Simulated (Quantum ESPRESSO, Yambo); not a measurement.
# NH4Br (P-43m): changed settings of a GW run in Yambo

What do changed inputs do to GW on NH4Br (P-43m)?

Main program and level: Yambo 5.3.0; PBEsol and many-body steps on it, plane waves.

This is a report of a sequence of runs, with most program output left out.

## 1. Set-up

Symmetry: P-43m, No. 215, cubic system. The conventional cell has a = 4.000 Å, b = 4.000 Å, c = 4.000 Å, α = 90.00°, β = 90.00°, γ = 90.00°. Nearest to H lie 1 N at 1.03 Å. Nearest to Br lie 4 H at 2.44 Å. Nearest to N lie 4 H at 1.03 Å. Farther neighbours and most contacts between anions are not listed.

Structure file:

```xyz
6
Lattice="4.0000 0.0000 0.0000 0.0000 4.0000 0.0000 0.0000 0.0000 4.0000" Properties=species:S:1:pos:R:3 pbc="T T T"
H     0.5920    0.5920    0.5920
H     0.5920    3.4080    3.4080
H     3.4080    3.4080    0.5920
H     3.4080    0.5920    3.4080
Br    2.0000    2.0000    2.0000
N     0.0000    0.0000    0.0000
```

The cell and positions come from the Crystallography Open Database and are kept as given unless a step says otherwise.

## 2. Base

This step: Yambo 5.3.0; G0W0 on PBEsol, plane waves, norm-conserving pseudopotentials.

Now the one-shot GW correction: screening in the RPA, then the self-energy of the levels asked for.

File gw2.in:

```
HF_and_locXC
gw0
dyson
ppa
em1d
rim_cut
RandQpts= 1000000
RandGvec= 1 RL
EXXRLvcs= 72 Ry
VXCRLvcs= 288 Ry
Chimod= "HARTREE"
% BndsRnXp
 1 | 116 |
%
NGsBlkXp= 10.5 Ry
% LongDrXp
 1 | 1 | 1 |
%
% GbndRnge
 1 | 116 |
%
DysSolver= "n"
ExtendOut
PPAPntXp= 27.21138 eV
% QPkrange
 6 | 6 | 7 | 10 |
 1 | 1 | 7 | 10 |
%
```

Launch:

```bash
$ OMP_NUM_THREADS=1 mpirun -n 4 yambo -F gw2.in -J gw2 -C gw2 > gw2.log
```

Wall time 91 s (4 MPI ranks of Arm Neoverse V1, shared host); peak memory 1.6 GiB; 6 min of CPU time.

Numbers from this step:

| Item | Value |
| --- | --- |
| G0W0 gap on the points computed | 6.523 eV |
| starting gap on the mesh | 4.097 eV |
| k of the valence top | 0, -0.5, -0.5 |
| k of the conduction bottom | 0, 0, 0 |
| least direct G0W0 gap on the computed points | 6.592 eV |
| Z at the valence top | 0.8178 |
| Z at the conduction bottom | 0.8531 |

The gap on the mesh goes from 4.10 eV to 6.52 eV, a correction of +2.43 eV.

## 3. Scissors in G

gw6.in, as its differences from gw2.in of step 2:

```diff
@@ -28 +28,4 @@
 %
+% GfnQP_E
+ 0.5 | 1.0 | 1.0 |
+%
```

Launch:

```bash
$ OMP_NUM_THREADS=1 mpirun -n 4 yambo -F gw6.in -J gw6,gw2_W -C gw6 > gw6.log
```

It took 40 s on 4 MPI ranks; peak memory 1.6 GiB; 2.6 min of CPU time.

Numbers from this step:

```
G0W0 gap on the points computed              : 6.573 eV
starting gap on the mesh                     : 4.097 eV
k of the valence top                         : 0, -0.5, -0.5
k of the conduction bottom                   : 0, 0, 0
least direct G0W0 gap on the computed points : 6.642 eV
Z at the valence top                         : 0.8185
Z at the conduction bottom                   : 0.8574
```

The program's own table gives 6.644 eV, which is too large where the input levels are shifted: this version takes Σc at the unshifted level E₀, yet steps from the shifted one. The value above is the Newton step from E₀, E₀ + Z(Σc + Σx − Vxc), rebuilt from the printed columns.

## 4. Field direction

gw7.in, as its differences from gw6.in of step 3:

```diff
@@ -16,3 +16,3 @@
 % LongDrXp
- 1 | 1 | 1 |
+ 0 | 0 | 1 |
 %
@@ -28,4 +28 @@
 %
-% GfnQP_E
- 0.5 | 1.0 | 1.0 |
-%
```

Launch:

```bash
$ OMP_NUM_THREADS=1 mpirun -n 4 yambo -F gw7.in -J gw7 -C gw7 > gw7.log
```

Wall time 92 s (4 MPI ranks); peak memory 1.6 GiB.

Numbers from this step:

* G0W0 gap on the points computed: 6.523 eV
* starting gap on the mesh: 4.097 eV
* k of the valence top: 0, -0.5, -0.5
* k of the conduction bottom: 0, 0, 0
* least direct G0W0 gap on the computed points: 6.592 eV

Against G0W0 in Yambo (4×4×4 mesh, 116 bands, screening to 142.9 eV, Godby-Needs plasmon pole), the gap moves by −0.0001 eV.

## 5. More bands than the database holds

gw8.in, as its differences from gw7.in of step 4:

```diff
@@ -12,3 +12,3 @@
 % BndsRnXp
- 1 | 116 |
+ 1 | 822 |
 %
@@ -16,6 +16,6 @@
 % LongDrXp
- 0 | 0 | 1 |
+ 1 | 1 | 1 |
 %
 % GbndRnge
- 1 | 116 |
+ 1 | 822 |
 %
```

Launch:

```bash
$ OMP_NUM_THREADS=1 mpirun -n 4 yambo -F gw8.in -J gw8 -C gw8 > gw8.log
```

The job ended after 2.9 s (4 MPI ranks; peak memory 0.99 GiB).

The run stopped with an error after 2.9 s.

The program's words: [ERROR] STOP signal received while in[05.01] Setup: observables and procedures [ERROR] Error in parallel wf distribution (Dipole ic)

The fault put into this input: more bands than the database holds.

## 6. The runs together

Times are wall times on 4 MPI ranks of Arm Neoverse V1, shared host, good to a factor of about two.

```
            run   mesh  bands  screening cutoff (eV)  DFT gap (eV)  gap on the mesh (eV)  direct (eV)  time
           base  4×4×4    116                  142.9         4.097                 6.523        6.592  91 s
  scissors in G  4×4×4    116                  142.9         4.097                 6.573        6.642  40 s
field direction  4×4×4    116                  142.9         4.097                 6.523        6.592  92 s
```

## 7. Outcome

```
base            : 6.523 eV
scissors in G   : 6.573 eV
field direction : 6.523 eV
known limits    : not at the basis limit; no spin-orbit coupling; coarse k mesh
```

In words: Scissors in G: +0.049 eV against base (keys changed: GfnQP_E). Field direction: no change against base (keys changed: LongDrXp). Bands and cutoff are finite, so the gap is not at the basis limit. The miss can reach some tenths of an eV and take either sign; the mesh is an error of its own. In the G0W0 runs levels were corrected at 2 k points alone, so a gap called «on the mesh» is the least over those, and an edge elsewhere would be missed. The 4×4×4 mesh is coarse for this cell, which bears on the long-range parts of exchange and screening. The many-body steps are scalar-relativistic: spin-orbit coupling is not in them.

[Paths, hosts, dates, memory and timing lines, banners, echoed tables and standing remarks are left out of the program output.]

[Logs are printed without paths, hosts, clocks, repeated set-up lines and the standing remarks that a program may print on its own settings, such as how far it seeks lower states.]

[Runs of the session that timed out or met a known fault of the program may be left out.]

[Hosts, paths, dates, database ids (printed as entryN), source tags and the programs' standing remarks are cut or masked in the printed files.]
